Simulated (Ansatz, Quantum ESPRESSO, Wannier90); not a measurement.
# Ballistic channels from Wannier functions: zigzag Au chain, bond 2.60 Å, width 0.8 Å, part 4 of 5

Aim: a Wannier model and the conductance steps that follow from it, for this wire: zigzag Au chain, bond 2.60 Å, width 0.8 Å.

Quantum ESPRESSO 7.5 and Wannier90 3.1.0; plane-wave DFT, LDA, GBRV ultrasoft pseudopotentials; cross-check by Ansatz 0.2.0 with PAW datasets.

So far. Step 2 (SCF with pw.x): The run needed 11 iterations to bring the estimated error under 1e-07 Ry; the largest force on any atom, held or free, is 0.13 eV/Å. Step 6 (Wannier functions and transport): Bands and channels are those of the Wannier model: bands that were not projected, and all outside the frozen window, are missing or only approximate.

## (9) Localisation, bands and conductance, with dis_win_max − E_F = 4.0

Level of this step: maximally localised Wannier functions and ballistic conductance; plane-wave DFT, LDA, GBRV ultrasoft pseudopotentials (Wannier90).

How much does a setting matter? One run is repeated with a change.

Input file wan_w.win:

```
num_wann = 12
num_bands = 29
num_iter = 200
num_print_cycles = 20
conv_tol = 1e-8
conv_window = 5
guiding_centres = true
dis_num_iter = 1500
dis_conv_tol = 1e-8
dis_win_min = -15.7205
dis_win_max = -0.7205
dis_froz_max = -3.2205
search_shells = 120
fermi_energy = -4.7205

transport = true
transport_mode = bulk
one_dim_axis = z
dist_cutoff = 19.69
dist_cutoff_mode = one_dim
tran_win_min = -4.0
tran_win_max = 2.0
tran_energy_step = 0.02

bands_plot = true
bands_num_points = 96
begin kpoint_path
G 0.0 0.0 0.0 Z 0.0 0.0 0.5
end kpoint_path

begin projections
Au:s;d
end projections

begin unit_cell_cart
ang
  9.0000000000 0.0000000000 0.0000000000
  0.0000000000 8.0000000000 0.0000000000
  0.0000000000 0.0000000000 4.9477267507
end unit_cell_cart

begin atoms_frac
  Au -0.0444444444 0.0000000000 0.0000000000
  Au 0.0444444444 0.0000000000 0.5000000000
end atoms_frac

mp_grid = 1 1 8
begin kpoints
  0.0 0.0 0.0000000000
  0.0 0.0 0.1250000000
  0.0 0.0 0.2500000000
  0.0 0.0 0.3750000000
  0.0 0.0 0.5000000000
  0.0 0.0 0.6250000000
  0.0 0.0 0.7500000000
  0.0 0.0 0.8750000000
end kpoints
```

Launch:

```
OMP_NUM_THREADS=1 wannier90.x wan_w > wan_w.run.log
```

Output:

```text
[banner, memory and clock lines left out]
+---------------------------------------------------+
             |                                                   |
             |                   WANNIER90                       |
             |                                                   |
             +---------------------------------------------------+
             |                                                   |
             |        Welcome to the Maximally-Localized         |
             |        Generalized Wannier Functions code         |
             |                             |
             |                                                   |
             |                                                   |
             |  Wannier90 Developer Group:                       |
             |    Giovanni Pizzi    (EPFL)                       |
             |    Valerio Vitale    (Cambridge)                  |
             |    David Vanderbilt  (Rutgers University)         |
             |    Nicola Marzari    (EPFL)                       |
             |    Ivo Souza         (Universidad del Pais Vasco) |
             |    Arash A. Mostofi  (Imperial College London)    |
             |    Jonathan R. Yates (University of Oxford)       |
             |                                                   |
             |  For the full list of Wannier90 3.x authors,      |
             |  please check the code documentation and the      |
             |  README on the GitHub page of the code            |
             |                                                   |
             |                                                   |
             |                                                   |
             |  [ref] "Wannier90 as a community code:            |
             |        new features and applications",            |
             |        165902 (2020).                             |
             |            |
             |                                                   |
             |  in any publications arising from the use of      |
             |                                                   |
             |  [ref] "Maximally Localized Generalised Wannier   |
             |         Functions for Composite Energy Bands"     |
             |         N. Marzari and D. Vanderbilt              |
             |         Phys. Rev. B 56 12847 (1997)              |
             |                                                   |
             |  [ref] "Maximally Localized Wannier Functions     |
             |         for Entangled Energy Bands"               |
             |         I. Souza, N. Marzari and D. Vanderbilt    |
             |         Phys. Rev. B 65 035109 (2001)             |
             |                                                   |
             |                                                   |
             | Copyright (c) 1996-2020                           |
             |        The Wannier90 Developer Group and          |
             |        individual contributors                    |
             |                                                   |
             |      Release: 3.1.0        5th March    2020      |
             |                                                   |
             | This program is free software; you can            |
             | redistribute it and/or modify it under the terms  |
             | of the GNU General Public License as published by |
             | the Free Software Foundation; either version 2 of |
             | the License, or (at your option) any later version|
             |                                                   |
             | This program is distributed in the hope that it   |
             | will be useful, but WITHOUT ANY WARRANTY; without |
             | even the implied warranty of MERCHANTABILITY or   |
             | FITNESS FOR A PARTICULAR PURPOSE. See the GNU     |
             | General Public License for more details.          |
             |                                                   |
             | You should have received a copy of the GNU General|
             | Public License along with this program; if not,   |
             | write to the Free Software Foundation, Inc.,      |
             | 675 Mass Ave, Cambridge, MA 02139, USA.           |
             |                                                   |
             +---------------------------------------------------+
[date or host left out]
             +---------------------------------------------------+

 ******************************************************************************
 * -> Using CODATA 2006 constant values                                       *
 *    (                      *
 * -> Using Bohr value from CODATA                                            *
 ******************************************************************************

 Running in serial (with parallel executable)

                                    ------
                                    SYSTEM
                                    ------

                              Lattice Vectors (Ang)
                    a_1     9.000000   0.000000   0.000000
                    a_2     0.000000   8.000000   0.000000
                    a_3     0.000000   0.000000   4.947727

                   Unit Cell Volume:     356.23633  (Ang^3)

                        Reciprocal-Space Vectors (Ang^-1)
                    b_1     0.698132   0.000000   0.000000
                    b_2     0.000000   0.785398   0.000000
                    b_3     0.000000   0.000000   1.269914

 *----------------------------------------------------------------------------*
 |   Site       Fractional Coordinate          Cartesian Coordinate (Ang)     |
 +----------------------------------------------------------------------------+
 | Au   1  -0.04444   0.00000   0.00000   |   -0.40000   0.00000   0.00000    |
 | Au   2   0.04444   0.00000   0.50000   |    0.40000   0.00000   2.47386    |
 *----------------------------------------------------------------------------*
                                ------------
                                K-POINT GRID
                                ------------

             Grid size =  1 x  1 x  8      Total points =    8

 *---------------------------------- MAIN ------------------------------------*
 |  Number of Wannier Functions               :                12             |
 |  Number of Objective Wannier Functions     :                12             |
 |  Number of input Bloch states              :                29             |
[...]
O_D=      0.1646731 O_OD=      0.9411819 O_TOT=     17.3784177 <-- SPRD
 Delta: O_D= -0.2528867E-03 O_OD=  0.1751931E-03 O_TOT= -0.7769365E-04 <-- DLTA
 Cycle:     40
[...]
Sum of centres and spreads (  0.000000, -0.000000, 14.843180 )    17.37739133

     40    -0.439E-04     0.0232746061       17.3773913329       0.04  <-- CONV
        O_D=      0.1621906 O_OD=      0.9426380 O_TOT=     17.3773913 <-- SPRD
 Delta: O_D=  0.4286332E-04 O_OD= -0.8677950E-04 O_TOT= -0.4391619E-04 <-- DLTA
 Cycle:     60
[...]
Sum of centres and spreads (  0.000000, -0.000000, 14.843180 )    17.37645058

     60    -0.100E-04     0.0168596814       17.3764505777       0.06  <-- CONV
        O_D=      0.1593597 O_OD=      0.9445282 O_TOT=     17.3764506 <-- SPRD
 Delta: O_D= -0.6826350E-04 O_OD=  0.5826275E-04 O_TOT= -0.1000075E-04 <-- DLTA
 Cycle:     80
[...]
Sum of centres and spreads (  0.000000, -0.000000, 14.843180 )    17.37592032

     80    -0.239E-04     0.0230008625       17.3759203169       0.08  <-- CONV
        O_D=      0.1576145 O_OD=      0.9457431 O_TOT=     17.3759203 <-- SPRD
 Delta: O_D= -0.2091229E-03 O_OD=  0.1851936E-03 O_TOT= -0.2392936E-04 <-- DLTA
 Cycle:    100
[...]
Sum of centres and spreads (  0.000000, -0.000000, 14.843180 )    17.37561796

    100    -0.877E-05     0.0200859873       17.3756179615       0.09  <-- CONV
        O_D=      0.1560431 O_OD=      0.9470121 O_TOT=     17.3756180 <-- SPRD
 Delta: O_D=  0.1505365E-04 O_OD= -0.2382750E-04 O_TOT= -0.8773847E-05 <-- DLTA

 Writing checkpoint file wan_w.chk... done

 Cycle:    120
[...]
Sum of centres and spreads (  0.000000, -0.000000, 14.843180 )    17.37545676

    120    -0.809E-05     0.0113900067       17.3754567567       0.11  <-- CONV
        O_D=      0.1552166 O_OD=      0.9476775 O_TOT=     17.3754568 <-- SPRD
 Delta: O_D= -0.4772759E-05 O_OD= -0.3320396E-05 O_TOT= -0.8093155E-05 <-- DLTA
 Cycle:    140
[...]
Sum of centres and spreads (  0.000000, -0.000000, 14.843180 )    17.37534232

    140    -0.516E-05     0.0101955096       17.3753423161       0.13  <-- CONV
        O_D=      0.1542268 O_OD=      0.9485528 O_TOT=     17.3753423 <-- SPRD
 Delta: O_D= -0.5792045E-05 O_OD=  0.6294538E-06 O_TOT= -0.5162592E-05 <-- DLTA
 Cycle:    160
[...]
Sum of centres and spreads (  0.000000, -0.000000, 14.843180 )    17.37524155

    160    -0.770E-05     0.0132211484       17.3752415503       0.15  <-- CONV
        O_D=      0.1535908 O_OD=      0.9490880 O_TOT=     17.3752416 <-- SPRD
 Delta: O_D= -0.1765112E-03 O_OD=  0.1688074E-03 O_TOT= -0.7703884E-05 <-- DLTA
 Cycle:    180
[...]
Sum of centres and spreads (  0.000000, -0.000000, 14.843180 )    17.37515477

    180    -0.249E-05     0.0063812089       17.3751547718       0.17  <-- CONV
        O_D=      0.1532669 O_OD=      0.9493251 O_TOT=     17.3751548 <-- SPRD
 Delta: O_D= -0.1747107E-04 O_OD=  0.1498542E-04 O_TOT= -0.2485658E-05 <-- DLTA
 Cycle:    200
[...]
Sum of centres and spreads (  0.000000, -0.000000, 14.843180 )    17.37507523

    200    -0.379E-05     0.0087401850       17.3750752300       0.19  <-- CONV
        O_D=      0.1524832 O_OD=      0.9500293 O_TOT=     17.3750752 <-- SPRD
 Delta: O_D= -0.5448346E-05 O_OD=  0.1653582E-05 O_TOT= -0.3794764E-05 <-- DLTA

 Writing checkpoint file wan_w.chk... done

 Final State
[...]
WF centre and spread    5  ( -0.405275,  0.000000,  0.000000 )     0.81849390
  WF centre and spread    6  ( -0.400442,  0.000000, -0.000000 )     0.80009143
  WF centre and spread    7  (  0.469117,  0.000000,  2.473863 )     4.12508285
  WF centre and spread    8  (  0.380910, -0.000000,  2.473863 )     1.03037663
  WF centre and spread    9  (  0.411404, -0.000000,  2.473863 )     1.01883020
  WF centre and spread   10  (  0.392337, -0.000000,  2.473863 )     0.89466261
  WF centre and spread   11  (  0.405275,  0.000000,  2.473863 )     0.81849390
  WF centre and spread   12  (  0.400442, -0.000000,  2.473863 )     0.80009143
  Sum of centres and spreads (  0.000000, -0.000000, 14.843180 )    17.37507523

         Spreads (Ang^2)       Omega I      =    16.272562711
        ================       Omega D      =     0.152483201
                               Omega OD     =     0.950029318
    Final Spread (Ang^2)       Omega Total  =    17.375075230
 Time for wannierise            0.186 (sec)

 Writing checkpoint file wan_w.chk... done

 *---------------------------------------------------------------------------*
 |                               PLOTTING                                    |
 *---------------------------------------------------------------------------*

 Translated centres
    translation centre in fractional coordinate:  0.000000  0.000000  0.250000
  WF centre     1  ( -0.469117,  0.000000,  0.000000 )
  WF centre     2  ( -0.380910, -0.000000, -0.000000 )
  WF centre     3  ( -0.411404, -0.000000, -0.000000 )
  WF centre     4  ( -0.392337, -0.000000, -0.000000 )
  WF centre     5  ( -0.405275,  0.000000,  0.000000 )
  WF centre     6  ( -0.400442,  0.000000, -0.000000 )
  WF centre     7  (  0.469117,  0.000000,  2.473863 )
  WF centre     8  (  0.380910, -0.000000,  2.473863 )
  WF centre     9  (  0.411404, -0.000000,  2.473863 )
  WF centre    10  (  0.392337, -0.000000,  2.473863 )
  WF centre    11  (  0.405275,  0.000000,  2.473863 )
  WF centre    12  (  0.400442, -0.000000,  2.473863 )

 Calculating interpolated band-structure

 Time to calculate interpolated band structure       0.013 (sec)

 Time for plotting              0.015 (sec)

 *---------------------------------------------------------------------------*
 |                              TRANSPORT                                    |
 *---------------------------------------------------------------------------*

 Calculation of Quantum Conductance and DoS: bulk mode

 Maximum imaginary part of the real-space Hamiltonian:     0.000010

     Maximum real part of the real-space Hamiltonian at each lattice point
            Lattice point R           Max |H_ij(R)|
                  -5                     0.000000
                  -4                     0.012298
                  -3                     0.021504
                  -2                     0.038112
                  -1                     1.434871
                   0                     6.466345
                   1                     1.434871
                   2                     0.038112
                   3                     0.021504
                   4                     0.012298
                   5                     0.000000

 Number of unit cells inside the principal layer:     4
 Number of Wannier Functions inside the principal layer:    48

 Calculating quantum conductance and density of states... done

 Time for transport             2.478 (sec)
 Total Execution Time           2.730 (sec)

 *===========================================================================*
 |                             TIMING INFORMATION                            |
 *===========================================================================*
 |    Tag                                                Ncalls      Time (s)|
 |---------------------------------------------------------------------------|
 |kmesh: get                                        :         1         0.010|
 |overlap: allocate                                 :         1         0.000|
 |overlap: read                                     :         1         0.034|
 |dis: main                                         :         1         0.003|
 |wann: main                                        :         1         0.186|
 |plot: main                                        :         1         0.015|
 |tran: main                                        :         1         2.478|
 *---------------------------------------------------------------------------*

 All done: wannier90 exiting
[key lines of the parts left out:]
|  Fermi energy (eV)                         :            -4.721             |
```

Wall time 3.2 s (1 MPI rank of Arm Neoverse V1, shared host); peak memory 0.09 GiB.

The total spread is 17.4 against 15.0 Å². Between −2 and 1.5 eV the channel count differs from the first run's at 1 % of the energies, and at the Fermi level it is 1 against 1.

(Continued in part 5 of 5.)

[Logs are printed without paths, hosts, clocks, repeated set-up lines and the standing remarks that a program may print on its own settings, such as how far it seeks lower states.]

[Hosts, paths, dates, database ids (printed as entryN), source tags and the programs' standing remarks are cut or masked in the printed files.]

[Maps of the electrostatic potential energy from Ansatz leave out the sawtooth potential of an applied field or a dipole correction, so their vacuum need not be flat; planar profiles and work functions include it.]
